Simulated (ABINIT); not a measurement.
# PbO (P4/nmm): a self-consistent loop beyond G0W0, cycle by cycle, part 2 of 3

Wanted: G0W0 and self-consistent gaps of PbO (P4/nmm), with the cost of the cycles.

ABINIT 10.8.3; PBE and many-body steps on it, plane waves. Known limits of the many-body steps: not at the basis limit; no spin-orbit coupling; coarse k mesh.

So far. Step 5 (evGW0, cycle 1): Against G0W0 in ABINIT (4×4×2 mesh, 101 bands, screening to 106.1 eV, Godby-Needs plasmon pole), the gap moves by −0.013 eV. This first cycle still uses the starting levels; it takes the full correction, at all points of the mesh, and its linearised value is 1.139 eV. Step 6 (evGW0, cycle 2): Against the cycle before, the gap moves by +0.044 eV.

The database entry behind the starting cell differs from later determinations by our own check (c about 1 % long), so it need not match the best structure at ambient conditions.

## (7) evGW0, cycle 3

Level of this step: evGW0 on PBE, plane waves, norm-conserving pseudopotentials (ABINIT).

Contents of run.abi:

```
acell 3*1.0 Angstrom
rprim 
  3.960000000000 0.000000000000 0.000000000000
  0.000000000000 3.960000000000 0.000000000000
  0.000000000000 0.000000000000 5.070000000000
ntypat 2
znucl 82 8
natom 4
typat 1 1 2 2
xred 
  0.000000000000 0.500000000000 0.239357705921
  0.500000000000 0.000000000000 0.760642294079
  -0.000000000000 0.000000000000 0.000000000000
  0.500000000000 0.500000000000 0.000000000000
pp_dirpath "pseudos"
pseudos "Pb.upf, O.upf"
ecut 42
ngkpt 4 4 2
nshiftk 1
shiftk 0 0 0
kptopt 1
chksymbreak 0
istwfk *1
occopt 1
irdwfk 1
optdriver 4
nband 101
gwcalctyp 10
ecutsigx 42
symsigma 1
nkptgw 12
kptgw 
  0.0000000000 0.0000000000 0.0000000000
  0.2500000000 0.0000000000 0.0000000000
  0.5000000000 0.0000000000 0.0000000000
  0.2500000000 0.2500000000 0.0000000000
  0.5000000000 0.2500000000 0.0000000000
  0.5000000000 0.5000000000 0.0000000000
  0.0000000000 0.0000000000 0.5000000000
  0.2500000000 0.0000000000 0.5000000000
  0.5000000000 0.0000000000 0.5000000000
  0.2500000000 0.2500000000 0.5000000000
  0.5000000000 0.2500000000 0.5000000000
  0.5000000000 0.5000000000 0.5000000000
bdgw 
  21 32
  21 32
  21 32
  21 32
  21 32
  21 32
  21 32
  21 32
  21 32
  21 32
  21 32
  21 32
ecuteps 3.9
irdscr 1
ppmodel 1
irdqps 1
indata_prefix "in"
outdata_prefix "out"
tmpdata_prefix "tmp"
```

The run is started by

```bash
$ OMP_NUM_THREADS=1 mpirun -n 8 abinit run.abi > log
```

Log:

```text
.Version 10.8.3 of ABINIT. v10.8.2 released Aug 2026.

 Symmetries : space group P4/n m m (#129); Bravais tP (primitive tetrag.)
[... echo of the input left out ...]
== DATASET  1 ==================================================================
-   mpi_nproc: 8, omp_nthreads: 1 (-1 if OMP is not activated)

--- !DatasetInfo
iteration_state: {dtset: 1, }
dimensions: {natom: 4, nkpt: 12, mband: 101, nsppol: 1, nspinor: 1, nspden: 1, mpw: 7032, }
cutoff_energies: {ecut:  42.0, pawecutdg:  -1.0, }
[...]
.  kptgw no:  3; Maximum DeltaE = (  -0.010  -0.000) for band index: 11
[...]
.  kptgw no: 11; Maximum DeltaE = (   0.002   0.000) for band index:  3
.  kptgw no: 12; Maximum DeltaE = (   0.001   0.000) for band index:  1

== END DATASET(S) ==============================================================
================================================================================

 -outvars: echo values of variables after computation  --------
           etotal      0.0000000000E+00
            nband         101
             nkpt          12
          spgroup         129
 [... the other variables as echoed above ...]

 Calculation completed.
```

Wall time 79 s (8 MPI ranks of AMD EPYC 9R45, shared host); peak memory 4.8 GiB; 10 min of CPU time.

This step gave:

```
quasiparticle gap on the mesh                         : 1.157 eV
gap of the density functional on the mesh             : 1.117 eV
k of the valence top                                  : 0, 0, 0
k of the conduction bottom                            : 0.5, 0.5, 0
least direct quasiparticle gap on the computed points : 2.030 eV
```

Against the cycle before, the gap moves by −0.013 eV.

## (8) evGW0, cycle 4

run.abi is that of step 7.

Log:

```text
.Version 10.8.3 of ABINIT. v10.8.2 released Aug 2026.

 Symmetries : space group P4/n m m (#129); Bravais tP (primitive tetrag.)
[... echo of the input left out ...]
== DATASET  1 ==================================================================
-   mpi_nproc: 8, omp_nthreads: 1 (-1 if OMP is not activated)

--- !DatasetInfo
iteration_state: {dtset: 1, }
dimensions: {natom: 4, nkpt: 12, mband: 101, nsppol: 1, nspinor: 1, nspden: 1, mpw: 7032, }
cutoff_energies: {ecut:  42.0, pawecutdg:  -1.0, }
[...]
.  kptgw no:  4; Maximum DeltaE = (   0.000   0.000) for band index:  1
[...]
.  kptgw no: 11; Maximum DeltaE = (   0.000  -0.000) for band index:  1
.  kptgw no: 12; Maximum DeltaE = (  -0.000   0.000) for band index:  1

== END DATASET(S) ==============================================================
================================================================================

 -outvars: echo values of variables after computation  --------
           etotal      0.0000000000E+00
            nband         101
             nkpt          12
          spgroup         129
 [... the other variables as echoed above ...]

 Calculation completed.
```

The job ended after 79 s (8 MPI ranks; peak memory 4.8 GiB; 10 min of CPU time).

Numbers from this step:

```
quasiparticle gap on the mesh                         : 1.160 eV
gap of the density functional on the mesh             : 1.117 eV
k of the valence top                                  : 0, 0, 0
k of the conduction bottom                            : 0.5, 0.5, 0
least direct quasiparticle gap on the computed points : 2.036 eV
```

Against the cycle before, the gap moves by +0.003 eV.

## (9) Screening, 4×4×2 mesh, 101 bands, screening to 106.1 eV

This step: RPA screening on PBE, plane waves, norm-conserving pseudopotentials.

Contents of run.abi:

```
acell 3*1.0 Angstrom
rprim 
  3.960000000000 0.000000000000 0.000000000000
  0.000000000000 3.960000000000 0.000000000000
  0.000000000000 0.000000000000 5.070000000000
ntypat 2
znucl 82 8
natom 4
typat 1 1 2 2
xred 
  0.000000000000 0.500000000000 0.239357705921
  0.500000000000 0.000000000000 0.760642294079
  -0.000000000000 0.000000000000 0.000000000000
  0.500000000000 0.500000000000 0.000000000000
pp_dirpath "pseudos"
pseudos "Pb.upf, O.upf"
ecut 42
ngkpt 4 4 2
nshiftk 1
shiftk 0 0 0
kptopt 1
chksymbreak 0
istwfk *1
occopt 1
irdwfk 1
optdriver 3
nband 101
ecuteps 3.9
inclvkb 2
awtr 1
symchi 1
gwcalctyp 10
mbpt_sciss 0.594 eV
nqptdm 1
qptdm 
  0 0 0
indata_prefix "in"
outdata_prefix "out"
tmpdata_prefix "tmp"
```

Log:

```text
.Version 10.8.3 of ABINIT. v10.8.2 released Aug 2026.

 Symmetries : space group P4/n m m (#129); Bravais tP (primitive tetrag.)
[... echo of the input left out ...]
== DATASET  1 ==================================================================
-   mpi_nproc: 8, omp_nthreads: 1 (-1 if OMP is not activated)

--- !DatasetInfo
iteration_state: {dtset: 1, }
dimensions: {natom: 4, nkpt: 12, mband: 101, nsppol: 1, nspinor: 1, nspden: 1, mpw: 7032, }
cutoff_energies: {ecut:  42.0, pawecutdg:  -1.0, }
electrons: {nelect:   5.60000000E+01, charge:   0.00000000E+00, occopt:   1.00000000E+00, tsmear:   1.00000000E-02, }

 SCREENING: Calculation of the susceptibility and dielectric matrices

 Based on a program developped by R.W. Godby, V. Olevano, G. Onida, and L. Reining.
 Incorporated in ABINIT by V. Olevano, G.-M. Rignanese, and M. Torrent.
.Using double precision arithmetic ; gwpc =  8

[... cell and pseudopotentials left out ...]
--------------------------------------------------------------------------------

 ==== K-mesh for the wavefunctions ====
 Number of points in the irreducible wedge :    12
[... list of points left out ...]
 Together with 16 symmetry operations and time-reversal symmetry
 yields    32 points in the full Brillouin Zone.

 ==== Q-mesh for the screening function ====
 Number of points in the irreducible wedge :    12
[... list of points left out ...]
 Together with 16 symmetry operations and time-reversal symmetry
 yields    32 points in the full Brillouin Zone.

 setmesh: FFT mesh size selected  =    30x   30x   40
          total number of points  =        36000

 vcoul_init : cutoff-mode = AUXILIARY_FUNCTION
 q-points for optical limit:   1
     1)      0.000010    0.000020    0.000030

 Dielectric matrix will be calculated only for some
 selected q points provided by the user through the input variables
 nqptdm and qptdm

- screening: taking advantage of time-reversal symmetry
- Maximum band index for partially occupied states nbvw = 28
- Remaining bands to be divided among processors   nbcw = 73
- Number of bands treated by each node ~9

 rdqps: reading QP wavefunctions of the previous step
        looking for file in_QPS
 file not found, 1st iteration initialized with KS eigenelements

 screening : performing a first self-consistency
 update of the energies in W by a scissor operator
 applying a scissor operator of [eV] :   0.594

 Number of electrons calculated from density =   56.0000; Expected =   56.0000
 average of density, n =  0.104374
 r_s =    1.3176
 omega_plasma =   31.1639 [eV]

 calculating chi0 at frequencies [eV] :
  1    0.000000E+00    0.000000E+00
  2    0.000000E+00    3.116392E+01

--------------------------------------------------------------------------------
  q-point number  1        q = ( 0.000000, 0.000000, 0.000000) [r.l.u.]
--------------------------------------------------------------------------------
[... chi0 elements left out ...]
 For q-point:  0.000010 0.000020 0.000030
  dielectric constant =   5.9028
  dielectric constant without local fields =   6.6365

  Average fulfillment of the sum rule on Im[epsilon] for q-point    1 :     52.64  [%]
[... wings left out ...]
== END DATASET(S) ==============================================================
================================================================================

 -outvars: echo values of variables after computation  --------
           etotal      0.0000000000E+00
            nband         101
             nkpt          12
          spgroup         129
 [... the other variables as echoed above ...]

 Calculation completed.
```

The job ended after 9.4 s (8 MPI ranks; peak memory 3 GiB; 74 s of CPU time).

Numbers from this step:

| Quantity | Value |
| --- | --- |
| ε∞ with local fields, on this mesh, along the program's q direction | 5.903 |
| the same without local fields | 6.636 |
| plasma frequency | 31.16 eV |
| plane waves in the screening matrix | 213 |

This screening uses the functional's bands under a rigid shift, the mean opening of the cycle before.

## (10) Screening, 4×4×2 mesh, 101 bands, screening to 106.1 eV

This step: RPA screening on PBE from quasiparticle energies, plane waves, norm-conserving pseudopotentials.

run.abi, as its differences from that of step 9:

```diff
@@ -31,7 +31,17 @@
 symchi 1
+irdqps 1
 gwcalctyp 10
-mbpt_sciss 0.594 eV
-nqptdm 1
+nqptdm 11
 qptdm 
-  0 0 0
+  0.2500000000 0.0000000000 0.0000000000
+  0.5000000000 0.0000000000 0.0000000000
+  0.2500000000 0.2500000000 0.0000000000
+  0.5000000000 0.2500000000 0.0000000000
+  0.5000000000 0.5000000000 0.0000000000
+  0.0000000000 0.0000000000 0.5000000000
+  0.2500000000 0.0000000000 0.5000000000
+  0.5000000000 0.0000000000 0.5000000000
+  0.2500000000 0.2500000000 0.5000000000
+  0.5000000000 0.2500000000 0.5000000000
+  0.5000000000 0.5000000000 0.5000000000
 indata_prefix "in"
```

Contents of mrgscr.stdin:

```
2
merged
q0_SCR
out_SCR
1
```

The run is started by

```bash
$ OMP_NUM_THREADS=1 mpirun -n 8 abinit run.abi > log; mrgscr < mrgscr.stdin
```

Log:

```text
.Version 10.8.3 of ABINIT. v10.8.2 released Aug 2026.

 Symmetries : space group P4/n m m (#129); Bravais tP (primitive tetrag.)
[... echo of the input left out ...]
== DATASET  1 ==================================================================
-   mpi_nproc: 8, omp_nthreads: 1 (-1 if OMP is not activated)

--- !DatasetInfo
iteration_state: {dtset: 1, }
dimensions: {natom: 4, nkpt: 12, mband: 101, nsppol: 1, nspinor: 1, nspden: 1, mpw: 7032, }
cutoff_energies: {ecut:  42.0, pawecutdg:  -1.0, }
[...]
q-point number  1        q = ( 0.250000, 0.000000, 0.000000) [r.l.u.]
--------------------------------------------------------------------------------
[... chi0 elements left out ...]
  Average fulfillment of the sum rule on Im[epsilon] for q-point    2 :     68.29  [%]

--------------------------------------------------------------------------------
  q-point number  2        q = ( 0.500000, 0.000000, 0.000000) [r.l.u.]
--------------------------------------------------------------------------------
[... chi0 elements left out ...]
  Average fulfillment of the sum rule on Im[epsilon] for q-point    3 :     60.91  [%]

 [... 9 further q-points ...]
```

The job ended after 18 s (8 MPI ranks; peak memory 3 GiB; 2.4 min of CPU time).

Numbers from this step:

```yaml
plasma_frequency: 31.16 eV
plane_waves_in_the_screening_matrix: 213
```

This screening reads the quasiparticle levels of the cycle before.

## (11) evGW, cycle 1

This step: evGW on PBE, plane waves, norm-conserving pseudopotentials.

run.abi, as its differences from that of step 10:

```diff
@@ -25,12 +25,10 @@
 irdwfk 1
-optdriver 3
+optdriver 4
 nband 101
-ecuteps 3.9
-inclvkb 2
-awtr 1
-symchi 1
-irdqps 1
 gwcalctyp 10
-nqptdm 11
-qptdm 
+ecutsigx 42
+symsigma 1
+nkptgw 12
+kptgw 
+  0.0000000000 0.0000000000 0.0000000000
   0.2500000000 0.0000000000 0.0000000000
@@ -46,2 +44,19 @@
   0.5000000000 0.5000000000 0.5000000000
+bdgw 
+  21 32
+  21 32
+  21 32
+  21 32
+  21 32
+  21 32
+  21 32
+  21 32
+  21 32
+  21 32
+  21 32
+  21 32
+ecuteps 3.9
+irdscr 1
+ppmodel 1
+irdqps 1
 indata_prefix "in"
```

The run is started by

```bash
$ OMP_NUM_THREADS=1 mpirun -n 8 abinit run.abi > log
```

Log:

```text
.Version 10.8.3 of ABINIT. v10.8.2 released Aug 2026.

 Symmetries : space group P4/n m m (#129); Bravais tP (primitive tetrag.)
[... echo of the input left out ...]
== DATASET  1 ==================================================================
-   mpi_nproc: 8, omp_nthreads: 1 (-1 if OMP is not activated)

--- !DatasetInfo
iteration_state: {dtset: 1, }
dimensions: {natom: 4, nkpt: 12, mband: 101, nsppol: 1, nspinor: 1, nspden: 1, mpw: 7032, }
cutoff_energies: {ecut:  42.0, pawecutdg:  -1.0, }
[...]
.  kptgw no:  3; Maximum DeltaE = (  -0.078  -0.000) for band index:  1
[...]
.  kptgw no: 11; Maximum DeltaE = (  -0.060  -0.000) for band index:  3
.  kptgw no: 12; Maximum DeltaE = (  -0.081  -0.000) for band index:  1

== END DATASET(S) ==============================================================
================================================================================

 -outvars: echo values of variables after computation  --------
           etotal      0.0000000000E+00
            nband         101
             nkpt          12
          spgroup         129
 [... the other variables as echoed above ...]

 Calculation completed.
```

The job ended after 79 s (8 MPI ranks; peak memory 4.8 GiB).

This step gave:

| Quantity | Value |
| --- | --- |
| quasiparticle gap on the mesh | 1.280 eV |
| gap of the density functional on the mesh | 1.117 eV |
| k of the valence top | 0, 0, 0 |
| k of the conduction bottom | 0.5, 0.5, 0 |
| least direct quasiparticle gap on the computed points | 2.189 eV |

Against G0W0 in ABINIT (4×4×2 mesh, 101 bands, screening to 106.1 eV, Godby-Needs plasmon pole), the gap moves by +0.141 eV.

## (12) Screening, 4×4×2 mesh, 101 bands, screening to 106.1 eV

This step: RPA screening on PBE, plane waves, norm-conserving pseudopotentials.

Contents of run.abi:

```
acell 3*1.0 Angstrom
rprim 
  3.960000000000 0.000000000000 0.000000000000
  0.000000000000 3.960000000000 0.000000000000
  0.000000000000 0.000000000000 5.070000000000
ntypat 2
znucl 82 8
natom 4
typat 1 1 2 2
xred 
  0.000000000000 0.500000000000 0.239357705921
  0.500000000000 0.000000000000 0.760642294079
  -0.000000000000 0.000000000000 0.000000000000
  0.500000000000 0.500000000000 0.000000000000
pp_dirpath "pseudos"
pseudos "Pb.upf, O.upf"
ecut 42
ngkpt 4 4 2
nshiftk 1
shiftk 0 0 0
kptopt 1
chksymbreak 0
istwfk *1
occopt 1
irdwfk 1
optdriver 3
nband 101
ecuteps 3.9
inclvkb 2
awtr 1
symchi 1
gwcalctyp 10
mbpt_sciss 0.736 eV
nqptdm 1
qptdm 
  0 0 0
indata_prefix "in"
outdata_prefix "out"
tmpdata_prefix "tmp"
```

Log:

```text
.Version 10.8.3 of ABINIT. v10.8.2 released Aug 2026.

 Symmetries : space group P4/n m m (#129); Bravais tP (primitive tetrag.)
[... echo of the input left out ...]
== DATASET  1 ==================================================================
-   mpi_nproc: 8, omp_nthreads: 1 (-1 if OMP is not activated)

--- !DatasetInfo
iteration_state: {dtset: 1, }
dimensions: {natom: 4, nkpt: 12, mband: 101, nsppol: 1, nspinor: 1, nspden: 1, mpw: 7032, }
cutoff_energies: {ecut:  42.0, pawecutdg:  -1.0, }
[...]
[... chi0 elements left out ...]
 For q-point:  0.000010 0.000020 0.000030
  dielectric constant =   5.7847
  dielectric constant without local fields =   6.4969

  Average fulfillment of the sum rule on Im[epsilon] for q-point    1 :     52.87  [%]
[... wings left out ...]
== END DATASET(S) ==============================================================
================================================================================

 -outvars: echo values of variables after computation  --------
           etotal      0.0000000000E+00
            nband         101
             nkpt          12
          spgroup         129
 [... the other variables as echoed above ...]

 Calculation completed.
```

Run time: 9.3 s. Hardware: 8 MPI ranks; peak memory 3 GiB; 72 s of CPU time.

This step gave:

```
ε∞ with local fields, on this mesh, along the program's q direction : 5.785
the same without local fields                                       : 6.497
plasma frequency                                                    : 31.16 eV
plane waves in the screening matrix                                 : 213
```

This screening uses the functional's bands under a rigid shift, the mean opening of the cycle before.

## (13) Screening, 4×4×2 mesh, 101 bands, screening to 106.1 eV

This step: RPA screening on PBE from quasiparticle energies, plane waves, norm-conserving pseudopotentials.

run.abi, as its differences from that of step 12:

```diff
@@ -31,7 +31,17 @@
 symchi 1
+irdqps 1
 gwcalctyp 10
-mbpt_sciss 0.736 eV
-nqptdm 1
+nqptdm 11
 qptdm 
-  0 0 0
+  0.2500000000 0.0000000000 0.0000000000
+  0.5000000000 0.0000000000 0.0000000000
+  0.2500000000 0.2500000000 0.0000000000
+  0.5000000000 0.2500000000 0.0000000000
+  0.5000000000 0.5000000000 0.0000000000
+  0.0000000000 0.0000000000 0.5000000000
+  0.2500000000 0.0000000000 0.5000000000
+  0.5000000000 0.0000000000 0.5000000000
+  0.2500000000 0.2500000000 0.5000000000
+  0.5000000000 0.2500000000 0.5000000000
+  0.5000000000 0.5000000000 0.5000000000
 indata_prefix "in"
```

mrgscr.stdin is that of step 10.

The run is started by

```bash
$ OMP_NUM_THREADS=1 mpirun -n 8 abinit run.abi > log; mrgscr < mrgscr.stdin
```

Log:

```text
.Version 10.8.3 of ABINIT. v10.8.2 released Aug 2026.

 Symmetries : space group P4/n m m (#129); Bravais tP (primitive tetrag.)
[... echo of the input left out ...]
== DATASET  1 ==================================================================
-   mpi_nproc: 8, omp_nthreads: 1 (-1 if OMP is not activated)

--- !DatasetInfo
iteration_state: {dtset: 1, }
dimensions: {natom: 4, nkpt: 12, mband: 101, nsppol: 1, nspinor: 1, nspden: 1, mpw: 7032, }
cutoff_energies: {ecut:  42.0, pawecutdg:  -1.0, }
[...]
q-point number  1        q = ( 0.250000, 0.000000, 0.000000) [r.l.u.]
--------------------------------------------------------------------------------
[... chi0 elements left out ...]
  Average fulfillment of the sum rule on Im[epsilon] for q-point    2 :     68.60  [%]

--------------------------------------------------------------------------------
  q-point number  2        q = ( 0.500000, 0.000000, 0.000000) [r.l.u.]
--------------------------------------------------------------------------------
[... chi0 elements left out ...]
  Average fulfillment of the sum rule on Im[epsilon] for q-point    3 :     61.10  [%]

 [... 9 further q-points ...]
```

It took 18 s on 8 MPI ranks; peak memory 3 GiB; 2.4 min of CPU time.

This step gave:

| Quantity | Value |
| --- | --- |
| plasma frequency | 31.16 eV |
| plane waves in the screening matrix | 213 |

This screening reads the quasiparticle levels of the cycle before.

(Part 2 of 3 ends here.)

[Paths, hosts, dates, memory and timing lines, banners, echoed tables and standing remarks are left out of the program output.]

[Logs are printed without paths, hosts, clocks, repeated set-up lines and the standing remarks that a program may print on its own settings, such as how far it seeks lower states.]

[Runs of the session that timed out or met a known fault of the program may be left out.]

[Hosts, paths, dates, database ids (printed as entryN), source tags and the programs' standing remarks are cut or masked in the printed files.]

[G0W0 gaps are taken among the corrected bands and points alone; a level outside them can change the order at an edge.]

[Where Ansatz stands beside ABINIT at settings called matched, ABINIT's density can come from a denser mesh and the files from another edition; pairs whose starting gaps differed by over 0.03 eV were left out, so agreement reads better than it is.]
